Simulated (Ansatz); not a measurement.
**A hypothetical structure for CuSnI6**

Starting from a made-up structure for CuSnI6, the aim is the relaxed cell, its shortest contacts and, where a second run follows, its electronic structure.

Main program and level: Ansatz 0.2.0; DFT, PBE, plane-wave PAW, files of the set soft_1, scalar-relativistic, ferromagnetic start, cell and ions relaxed at zero pressure; PAW set soft_1, in the first sound run; inputs show where later runs differ.

## 1. The structure

The structure is trigonal, space group R-3 (No. 148). The conventional cell has a = 7.459 Å, b = 7.459 Å, c = 20.426 Å, α = 90.00°, β = 90.00°, γ = 120.00°. Nearest to I lie 1 Sn at 2.82 Å and 1 Cu at 3.41 Å. Nearest to Sn lie 6 I at 2.82 Å. Nearest to Cu lie 6 I at 3.41 Å. Farther neighbours and most contacts between anions are not listed.

## 2. Relaxing cell and atoms

The guessed cell has no reason to be at equilibrium. It is relaxed with the atoms, within the space group of the guess.

The input, input.yaml:

```yaml
crystal:
  lattice:
    - [3.7295, 2.153227829, 6.808666667]
    - [-3.7295, 2.153227829, 6.808666667]
    - [0.0, -4.306455658, 6.808666667]
  atoms:
    - { symbol: I, position: [0.1974, 0.9759, 0.5881] }
    - { symbol: I, position: [0.9759, 0.5881, 0.1974] }
    - { symbol: I, position: [0.5881, 0.1974, 0.9759] }
    - { symbol: I, position: [0.8026, 0.0241, 0.4119] }
    - { symbol: I, position: [0.0241, 0.4119, 0.8026] }
    - { symbol: I, position: [0.4119, 0.8026, 0.0241] }
    - { symbol: Sn, position: [0.0, 0.0, 0.0] }
    - { symbol: Cu, position: [0.5, 0.5, 0.5], spin: 0.6 }
magnetization:
  spin_polarized: true
kpoints:
  mp_grid: { grid: [5, 5, 5] }
scf:
  occupations: { method: fermi_dirac, width: 0.05 }
hamiltonian:
  xc: pbe
  pseudopotentials: { kind: paw, azcp: { folder: soft_1 } }
relax:
  f_tol: 0.015
  max_steps: 70
  cell: {}
output:
  forces: true
  stress: true
```

Run with:

```bash
> ansatz run input.yaml --threads 4 --pin off --max-ram 10240MiB --backend cpu --events-out ev --progress --plain --runs-dir out
```

Numbers of over 12 decimals in the logs are rounded to 6 here.

What it wrote:

```text
Engine: ansatz 0.2.0, aarch64-unknown-linux-gnu
Pseudopotentials: kind: paw
Pseudopotential: I, paw, valence charge 17, recommended cutoff 420 eV (normal), soft_1/I.paw.azcp
Pseudopotential: Sn, paw, valence charge 14, recommended cutoff 420 eV (normal), soft_1/Sn.paw.azcp
Pseudopotential: Cu, paw, valence charge 19, recommended cutoff 420 eV (normal), soft_1/Cu.paw.azcp
Functional definition: PBE
  parameter kappa = 0.804
  parameter beta = 0.066725
  exchange = pbe_x(kappa = kappa, mu = beta*pi^2/3)
  correlation = pbe_c(beta = beta)
Crystal: 8 atoms, lattice volume = 328.060 Å³
Basis set: ecut = 420 eV, 6443 PW (Γ), exchange–correlation on 108×108×108 points (8 copies of the dense FFT grid, shifted against one another)
Bands: 82, of which v1, the nominal top of the filled ones, is band 68 counted from 1 (67 counted from 0)
Symmetry: 6 space group operations
Space group: R-3 (ITA 148), of the structure as read, at distance tolerance 6.9e-5 Å
Magnetic group: BNS 148.17 (UNI 1247), of the structure as read, at distance tolerance 6.9e-5 Å
k-points: 23 of 125
Non-local potential: I, projectors of the file, l = 0: 2, l = 1: 2, l = 2: 2, l = 3: 1
Non-local potential: Sn, projectors of the file, l = 0: 2, l = 1: 2, l = 2: 2, l = 3: 1
Non-local potential: Cu, projectors of the file, l = 0: 3, l = 1: 2, l = 2: 3, l = 3: 1
PAW form: soft (Blöchl's): semilocal exchange-correlation on the pseudo side does not see the compensation charge
PAW one-centre angular grid: I, 590 points (default); XC on 64 Gauss nodes
PAW one-centre angular grid: Sn, 590 points (default); XC on 64 Gauss nodes
PAW one-centre angular grid: Cu, 590 points (default); XC on 64 Gauss nodes
Initial density: superposition of atomic densities (chi_scale 0.1, normalization cell, long waves kept (reshape's long-wave potential 0.02 eV rms))
Starting moments: Σ|m| = 0.6 μB on 1 of 8 sites
Initial wavefunctions: pseudopotential atomic-orbital guess
Functional: x = pbe(κ = 0.804, μ = 0.219515), c = pbe(β = 0.066725)
SCF iter   1: F=—  HF=-57727.863041 eV  |F-HF|=—  |Δ(HF+E_count)|=         —  Δρ=3.35e-2 (↑9.12e-3 ↓3.35e-2)  dr2=4.54e0  dr2_m=8.02e-1  M=0.022 μB ∫|m|=0.050 μB  β_m=0.30  ethr=3.10e-3  ⟨swp⟩=7.5  Hψ=15721  notcnv=0  defer=165
preconditioner: auto → Kerker (q_TF=auto, 2.353 Å⁻¹)  [metal: Δε(μ)=0.006 eV  Ē_g=9.348 eV  σ=0.050 eV  W_gap=0.03  n_scr=64 (ndim 8)  ℏωp=15.5 eV  f_vac=0.122  D(μ)=11.62/eV (n_scr^D=88)]
spin=Collinear: Kerker preconditioning applied to the charge; magnetization (m = ρ↑ − ρ↓) channel mixes plain (no charge-response kernel on spin).
SCF iter   2: F=—  HF=-57727.093424 eV  |F-HF|=—  |Δ(HF+E_count)|=   7.70e-1  Δρ=1.61e-2 (↑1.05e-2 ↓1.61e-2)  dr2=1.30e0  dr2_m=3.83e-1  M=0.062 μB ∫|m|=0.079 μB  β_m=0.30  ethr=3.10e-3  ⟨swp⟩=2.0  Hψ=5437  notcnv=0  defer=324
SCF iter   3: F=—  HF=-57726.856967 eV  |F-HF|=—  |Δ(HF+E_count)|=   2.36e-1  Δρ=9.96e-3 (↑9.96e-3 ↓6.59e-3)  dr2=3.12e-1  dr2_m=1.53e-1  M=0.155 μB ∫|m|=0.165 μB  β_m=0.30  ethr=9.63e-4  ⟨swp⟩=3.0  Hψ=4990  notcnv=0  defer=364
SCF iter   4: F=—  HF=-57726.866799 eV  |F-HF|=—  |Δ(HF+E_count)|=   9.83e-3  Δρ=5.33e-3 (↑5.06e-3 ↓5.33e-3)  dr2=3.18e-2  dr2_m=7.70e-2  M=0.165 μB ∫|m|=0.175 μB  β_m=0.30  ethr=2.31e-4  ⟨swp⟩=3.0  Hψ=7092  notcnv=0  defer=364
SCF iter   5: F=—  HF=-57726.913833 eV  |F-HF|=—  |Δ(HF+E_count)|=   4.70e-2  Δρ=1.06e-2 (↑8.94e-3 ↓1.06e-2)  dr2=1.10e0  dr2_m=3.83e-3  M=0.384 μB ∫|m|=0.389 μB  β_m=1.00  ethr=2.36e-5  ⟨swp⟩=2.0  Hψ=6812  notcnv=0  defer=364
SCF iter   6: F=—  HF=-57726.868405 eV  |F-HF|=—  |Δ(HF+E_count)|=   4.54e-2  Δρ=3.91e-3 (↑3.83e-3 ↓3.91e-3)  dr2=1.17e-2  dr2_m=4.39e-2  M=0.279 μB ∫|m|=0.294 μB  β_m=0.30  ethr=2.36e-5  ⟨swp⟩=2.0  Hψ=7771  notcnv=0  defer=364
SCF iter   7: F=—  HF=-57726.858841 eV  |F-HF|=—  |Δ(HF+E_count)|=   9.56e-3  Δρ=5.06e-3 (↑1.71e-3 ↓5.06e-3)  dr2=2.70e-2  dr2_m=3.30e-2  M=0.247 μB ∫|m|=0.263 μB  β_m=0.30  ethr=8.67e-6  ⟨swp⟩=2.0  Hψ=6691  notcnv=0  defer=364
SCF iter   8: F=—  HF=-57726.877483 eV  |F-HF|=—  |Δ(HF+E_count)|=   1.86e-2  Δρ=6.11e-3 (↑4.35e-4 ↓6.11e-3)  dr2=1.04e-1  dr2_m=2.76e-2  M=0.209 μB ∫|m|=0.225 μB  β_m=0.30  ethr=8.67e-6  ⟨swp⟩=2.0  Hψ=5064  notcnv=0  defer=364
SCF iter   9: F=—  HF=-57726.884784 eV  |F-HF|=—  |Δ(HF+E_count)|=   7.30e-3  Δρ=5.62e-3 (↑8.84e-4 ↓5.62e-3)  dr2=1.27e-1  dr2_m=1.75e-2  M=0.191 μB ∫|m|=0.207 μB  β_m=0.30  ethr=8.67e-6  ⟨swp⟩=2.0  Hψ=4033  notcnv=0  defer=364
SCF iter  10: F=—  HF=-57726.873878 eV  |F-HF|=—  |Δ(HF+E_count)|=   1.09e-2  Δρ=2.95e-3 (↑2.73e-4 ↓2.95e-3)  dr2=2.90e-2  dr2_m=7.32e-3  M=0.193 μB ∫|m|=0.207 μB  β_m=0.30  ethr=8.67e-6  ⟨swp⟩=2.0  Hψ=4282  notcnv=0  defer=361
SCF iter  11: F=—  HF=-57726.875685 eV  |F-HF|=—  |Δ(HF+E_count)|=   1.81e-3  Δρ=3.11e-3 (↑6.41e-4 ↓3.11e-3)  dr2=4.39e-2  dr2_m=4.76e-3  M=0.181 μB ∫|m|=0.194 μB  β_m=0.30  ethr=8.67e-6  ⟨swp⟩=1.2  Hψ=3975  notcnv=0  defer=354
SCF iter  12: F=—  HF=-57726.875157 eV  |F-HF|=—  |Δ(HF+E_count)|=   5.28e-4  Δρ=2.62e-3 (↑7.36e-4 ↓2.62e-3)  dr2=3.60e-2  dr2_m=2.79e-3  M=0.172 μB ∫|m|=0.184 μB  β_m=0.30  ethr=8.67e-6  ⟨swp⟩=1.0  Hψ=3418  notcnv=0  defer=354
Mixer restart at iter 12: flushing history
spin-set hold released at iteration 12 (site moments contracting): the magnetisation degrees of freedom join the quasi-Newton model from the next iteration; the mixer history was flushed
SCF iter  13: F=—  HF=-57726.873452 eV  |F-HF|=—  |Δ(HF+E_count)|=   1.70e-3  Δρ=1.21e-3 (↑1.21e-3 ↓3.52e-4)  dr2=3.72e-3  dr2_m=6.48e-4  M=0.172 μB ∫|m|=0.183 μB  β_m=0.28  ethr=8.67e-6  ⟨swp⟩=2.0  Hψ=6540  notcnv=0  defer=354
SCF iter  14: F=—  HF=-57726.872584 eV  |F-HF|=—  |Δ(HF+E_count)|=   8.68e-4  Δρ=1.11e-3 (↑1.66e-4 ↓1.11e-3)  dr2=5.57e-3  dr2_m=9.67e-4  M=0.162 μB ∫|m|=0.172 μB  β_m=0.33  ethr=2.76e-6  ⟨swp⟩=2.0  Hψ=6707  notcnv=0  defer=354
SCF iter  15: F=—  HF=-57726.872142 eV  |F-HF|=—  |Δ(HF+E_count)|=   4.41e-4  Δρ=3.64e-4 (↑3.64e-4 ↓2.32e-4)  dr2=2.16e-4  dr2_m=2.47e-4  M=0.144 μB ∫|m|=0.153 μB  β_m=0.67  ethr=2.76e-6  ⟨swp⟩=1.7  Hψ=3974  notcnv=0  defer=354
SCF iter  16: F=—  HF=-57726.872371 eV  |F-HF|=—  |Δ(HF+E_count)|=   2.29e-4  Δρ=2.73e-4 (↑8.48e-5 ↓2.73e-4)  dr2=3.47e-4  dr2_m=7.53e-5  M=0.111 μB ∫|m|=0.118 μB  β_m=0.80  ethr=1.60e-7  ⟨swp⟩=2.0  Hψ=5713  notcnv=0  defer=354
SCF iter  17: F=—  HF=-57726.872412 eV  |F-HF|=—  |Δ(HF+E_count)|=   4.09e-5  Δρ=1.12e-4 (↑5.30e-5 ↓1.12e-4)  dr2=3.76e-5  dr2_m=1.68e-5  M=0.083 μB ∫|m|=0.088 μB  β_m=0.90  ethr=1.60e-7  ⟨swp⟩=2.0  Hψ=4205  notcnv=0  defer=354
[...]
relax step   7: F+E_penalty+E_count = -57728.57302743 eV  Δ(F+E_penalty+E_count) = -7.300e-3 eV  max|allowed force component| = 3.697e-2 eV/Å  Δτ_max = 0.0386 Å  P = -0.040 GPa  Ω = 299.733 Å³  energy of the carried Pulay correction = +3.890e-3 eV  (16 SCF iters, dr2 threshold 4.51e-8 eV, accepted)
[...]
relax step   8: F+E_penalty+E_count = -57728.57274702 eV  Δ(F+E_penalty+E_count) = +2.804e-4 eV  max|allowed force component| = 2.431e-2 eV/Å  Δτ_max = 0.0470 Å  P = -0.001 GPa  Ω = 303.296 Å³  energy of the carried Pulay correction = +3.368e-3 eV  (15 SCF iters, dr2 threshold 8.54e-8 eV, accepted)
[...]
relax step   9: F+E_penalty+E_count = -57728.57485441 eV  Δ(F+E_penalty+E_count) = -2.107e-3 eV  max|allowed force component| = 2.858e-3 eV/Å  Δτ_max = 0.0203 Å  P = +0.002 GPa  Ω = 302.197 Å³  energy of the carried Pulay correction = +3.528e-3 eV  (10 SCF iters, dr2 threshold 3.69e-8 eV, accepted)
Initial wavefunctions: pseudopotential atomic-orbital guess (no wavefunctions were taken with the density)
iter 1 solved again at ethr=4.51e-7 eV; its pass at ethr=3.10e-3 eV (dr2=6.09e-4 eV) is discarded
SCF iter   1: F=—  HF=-57728.572125 eV  |F-HF|=—  |Δ(HF+E_count)|=         —  Δρ=4.16e-5 (↑4.16e-5 ↓4.15e-5)  dr2=5.38e-6  dr2_m=1.29e-11  M=0.000 μB ∫|m|=0.000 μB  β_m=0.30  ethr=4.51e-7  ⟨swp⟩=4.1  Hψ=26512  notcnv=0
preconditioner: auto → Kerker (q_TF=auto, 2.385 Å⁻¹)  [metal: Δε(μ)=0.014 eV  Ē_g=9.542 eV  σ=0.050 eV  W_gap=0.07  n_scr=64 (ndim 8)  ℏωp=16.1 eV  f_vac=0.122  D(μ)=9.96/eV (n_scr^D=64)]
spin=Collinear: Kerker preconditioning applied to the charge; magnetization (m = ρ↑ − ρ↓) channel mixes plain (no charge-response kernel on spin).
SCF iter   2: F=—  HF=-57728.572082 eV  |F-HF|=—  |Δ(HF+E_count)|=   4.28e-5  Δρ=1.10e-4 (↑1.10e-4 ↓1.10e-4)  dr2=9.66e-5  dr2_m=1.18e-11  M=0.000 μB ∫|m|=0.000 μB  β_m=0.30  ethr=3.99e-9  ⟨swp⟩=2.7  Hψ=7196  notcnv=0
SCF iter   3: F=—  HF=-57728.572083 eV  |F-HF|=—  |Δ(HF+E_count)|=   1.10e-6  Δρ=2.09e-5 (↑2.09e-5 ↓2.09e-5)  dr2=1.39e-6  dr2_m=1.28e-11  M=0.000 μB ∫|m|=0.000 μB  β_m=0.25  ethr=3.99e-9  ⟨swp⟩=2.0  Hψ=6898  notcnv=0
SCF iter   4: F=—  HF=-57728.572082 eV  |F-HF|=—  |Δ(HF+E_count)|=   1.29e-6  Δρ=9.26e-6 (↑9.26e-6 ↓9.23e-6)  dr2=3.47e-7  dr2_m=1.09e-11  M=0.000 μB ∫|m|=0.000 μB  β_m=0.62  ethr=1.03e-9  ⟨swp⟩=2.0  Hψ=6898  notcnv=0
SCF iter   5: F=—  HF=-57728.572081 eV  |F-HF|=—  |Δ(HF+E_count)|=   7.08e-7  Δρ=4.09e-6 (↑4.00e-6 ↓4.09e-6)  dr2=8.75e-8  dr2_m=9.53e-12  M=0.000 μB ∫|m|=0.000 μB  β_m=0.81  ethr=2.57e-10  ⟨swp⟩=2.0  Hψ=6898  notcnv=0
SCF iter   6: F=—  HF=-57728.572081 eV  |F-HF|=—  |Δ(HF+E_count)|=   5.49e-8  Δρ=2.05e-6 (↑1.96e-6 ↓2.05e-6)  dr2=3.75e-8  dr2_m=7.81e-12  M=0.000 μB ∫|m|=0.000 μB  β_m=0.88  ethr=6.48e-11  ⟨swp⟩=2.0  Hψ=4761  notcnv=0
SCF iter   7: F=—  HF=-57728.572081 eV  |F-HF|=—  |Δ(HF+E_count)|=   1.18e-9  Δρ=2.48e-7 (↑2.02e-7 ↓2.48e-7)  dr2=9.97e-10  dr2_m=6.22e-12  M=0.000 μB ∫|m|=0.000 μB  β_m=0.89  ethr=2.77e-11  ⟨swp⟩=1.0  Hψ=3772  notcnv=0
SCF iter   8: F=—  HF=-57728.572081 eV  |F-HF|=—  |Δ(HF+E_count)|=  4.07e-10  Δρ=2.13e-7 (↑2.13e-7 ↓1.39e-7)  dr2=5.77e-10  dr2_m=5.20e-12  M=0.000 μB ∫|m|=0.000 μB  β_m=0.95  ethr=1.00e-12  ⟨swp⟩=3.0  Hψ=7065  notcnv=0
SCF iter   9: F=—  HF=-57728.572081 eV  |F-HF|=—  |Δ(HF+E_count)|=  1.60e-10  Δρ=1.54e-7 (↑1.54e-7 ↓8.65e-8)  dr2=2.22e-10  dr2_m=3.72e-12  M=0.000 μB ∫|m|=0.000 μB  β_m=0.97  ethr=1.00e-12  ⟨swp⟩=1.1  Hψ=3828  notcnv=0
SCF iter  10: F=-57728.572081 eV  HF=-57728.572081 eV  |F-HF|=1.46e-11  |Δ(HF+E_count)|=  4.37e-11  Δρ=6.22e-8 (↑6.22e-8 ↓1.70e-8)  dr2=1.70e-11  dr2_m=2.52e-12  M=0.000 μB ∫|m|=0.000 μB  ethr=1.00e-12  ⟨swp⟩=3.0  Hψ=11690  notcnv=0
the starting moments were not kept: the SCF closed with an absolute magnetisation of 3.2e-5 μB, where they sum to 0.6 μB in size (1 site). That is at most 0.1 of that sum.
SCF 10 converged in 10 iterations: F = -57728.572081 eV  dr2 = 1.70e-11
relax step  10: F+E_penalty+E_count = -57728.57208090 eV  Δ(F+E_penalty+E_count) = +2.774e-3 eV  max|allowed force component| = 3.003e-3 eV/Å  Δτ_max = 0.0000 Å  P = -0.003 GPa  Ω = 302.197 Å³  stress off target by 4.74e-3 GPa  SCF on the basis re-selected at this cell (its energy is not comparable with the rows above)  (10 SCF iters)
basis re-selected at this cell: Δ(F+E_penalty+E_count) = +2.774e-3 eV, ΔP = -0.005 GPa vs the last step (what re-selecting the basis moved, of the pressure what is left beyond the Pulay correction that the steps carried, after the strain that the cell walked since its last selection, with what the two solves' SCF thresholds leave and, on support functions, any second-order correction that the steps lacked; it is no m [...]
SCF converged after 10 iterations
Magnetization: 0.0000 μB (67.5000 up, 67.5000 down)
Absolute magnetization: 0.0000 μB (∫|ρ↑−ρ↓|, with the PAW one-centre terms)
Spin contamination: 0.0000 ħ² per cell (⟨S²⟩ above its minimum at these occupations)
Per-site moments (μB) at R_I (Å): [(2.4210280260700945e-6, 1.151475), (2.421028025981779e-6, 1.151475), (2.4210280260360125e-6, 1.151475), (2.4210280260729537e-6, 1.151475), (2.421028026116636e-6, 1.151475), (2.421028025971105e-6, 1.151475), (-2.3026155977631606e-7, 1.223225), (7.97034726053852e-6, 1.151475)]
Free energy (F): -57728.572081 eV
Harris-Foulkes:  -57728.572081 eV  (|F-HF|=1.46e-11)
Internal energy: -57728.492184 eV  (E = F + TS)
E sigma→0 (E₀):  -57728.532133 eV
Entropy (-TS):   -0.079897 eV (-9.987 meV/atom)
Fermi energy:    5.409178 eV
--- Per-component energies (eV) ---
  E_band       = -3005.828253
  E_kinetic    = 1375.833250
  E_local      = -21796.615385  (includes V_loc(G=0)·N_el)
  E_nonlocal   = 1727.536157
  E_hartree    = 9773.027014
  E_xc         = -837.963716
  E_vxc        = -829.539638  (∫ρ·V_xc dr)
  E_paw        = -34883.068133  (= ΣΔE_a)
  E_vpaw       = -3029.083382  (= ΣTr[D̂ρ^β])
  E_aug_tail   = -0.013674  (compensation charges beyond the density's cutoff)
  E_ewald      = -13087.227697
  E_smearing   = -0.079897  (= −TS)
  E_closure    = 0.000000  (closes the sum)
  Σ components = -57728.572081   (vs F -57728.572081, Δ=0.00e0)
--- Forces (eV/Å), atoms counted from 1 ---
  atom   1  I      0.00167812     0.00249846    -0.00230330
  atom   2  I      0.00132467    -0.00270252    -0.00230330
  atom   3  I     -0.00300279     0.00020406    -0.00230330
  atom   4  I     -0.00167812    -0.00249846     0.00230330
  atom   5  I     -0.00132467     0.00270252     0.00230330
  atom   6  I      0.00300279    -0.00020406     0.00230330
  atom   7  Sn     0.00000000     0.00000000     0.00000000
  atom   8  Cu     0.00000000     0.00000000    -0.00000000
  max |Σ_I F_I| component: 7.37e-18 eV/Å
--- Stress (GPa, compression-positive) ---
       -0.002752      -0.000000      -0.000000
        0.000000      -0.002752      -0.000000
       -0.000000      -0.000000      -0.004740
  P = ⅓ Tr σ = -0.0034 GPa (-0.034 kbar)
--- Relaxed structure (9 steps of the walk, 9 accepted, 1 SCFs on fresh bases) ---
  F+E_penalty+E_count = -57728.57208090 eV   max|allowed force component| = 3.003e-3 eV/Å   (the final SCF, on the basis selected at the relaxed cell)
  cell:  # Å, volume = 302.1974 Å³
    - [3.688712, 2.129679, 6.411369]
    - [-3.688712, 2.129679, 6.411369]
    - [-3.849290789042425e-18, -4.259357, 6.411369]
  atoms:
    - { symbol: I, position: [0.257937, 0.888432, 0.594021] }
    - { symbol: I, position: [0.888432, 0.594021, 0.257937] }
    - { symbol: I, position: [0.594021, 0.257937, 0.888432] }
    - { symbol: I, position: [0.742063, 0.111568, 0.405979] }
    - { symbol: I, position: [0.111568, 0.405979, 0.742063] }
    - { symbol: I, position: [0.405979, 0.742063, 0.111568] }
    - { symbol: Sn, position: [-6.569167127534384e-19, -5.406327956094693e-19, 1.5160265980816263e-18] }
    - { symbol: Cu, position: [0.500000, 0.500000, 0.500000] }
```

Wall time 8.3 min (4 threads of Arm Neoverse N1, shared host); peak memory 1.4 GiB; 33 min of CPU time.

The steps of the relaxation:

```tsv
step	energy less that of the first step (eV)	largest force component (eV/Å)	pressure (GPa)	volume (Å³)
1	0.0000	0.7691	0.45	328.06
2	-0.7694	0.4680	-1.39	325.42
3	-1.4651	0.3356	-1.09	305.98
4	-1.6328	0.2139	0.99	287.16
5	-1.6896	0.0321	0.08	294.92
6	-1.6932	0.0146	0.07	295.24
7	-1.7005	0.0370	-0.04	299.73
8	-1.7002	0.0243	0.00	303.30
9	-1.7024	0.0029	0.00	302.20
10*	-1.6996	0.0030	0.00	302.20
```

Relaxation steps marked * repeat the geometry before them on a plane-wave basis chosen anew for their cell, so energy and pressure can jump there.

The run keeps the 6 symmetry operations that it works with, so distortions that break them were not tested.

```tsv
conventional cell, symmetrised	before	after	change
a (Å)	7.459	7.377	-1.1 %
b (Å)	7.459	7.377	-1.1 %
c (Å)	20.426	19.234	-5.8 %
volume (Å³/atom)	41.01	37.77	-7.9 %
```

The atoms that moved most (Å, as changes of fractional coordinates times the final cell):

```tsv
atom	dx	dy	dz	length
I3	-0.201	0.514	-0.135	0.568
I1	0.546	-0.083	-0.135	0.568
I2	-0.344	-0.432	-0.135	0.568
I4	-0.546	0.083	0.135	0.568
I6	0.201	-0.514	0.135	0.568
I5	0.344	0.432	0.135	0.568
```

Numbers from this step:

```
free energy             : -57728.5721 eV
energy at zero smearing : -57728.5321 eV
smearing term TS        : 0.07990 eV
Fermi energy            : 5.409 eV
electrons               : 135
symmetry operations     : 6
pressure                : -0.003415 GPa
```

The shortest distance of each pair, which need not be the same contact before and after:

```tsv
pair	guess (Å)	relaxed (Å)
Cu–I	3.406	2.791
I–Sn	2.816	2.965
I–I	3.924	3.862
Cu–Sn	5.490	5.331
```

The relaxation ends with a largest force component of 0.0030 eV/Å and a pressure of 0.00 GPa. No moment survives the cycle: this start ends non-magnetic.

(Continued in part 2 of 2.)

[Logs are printed without paths, hosts, clocks, repeated set-up lines and the standing remarks that a program may print on its own settings, such as how far it seeks lower states.]

[Hosts, paths, dates, database ids (printed as entryN), source tags and the programs' standing remarks are cut or masked in the printed files.]
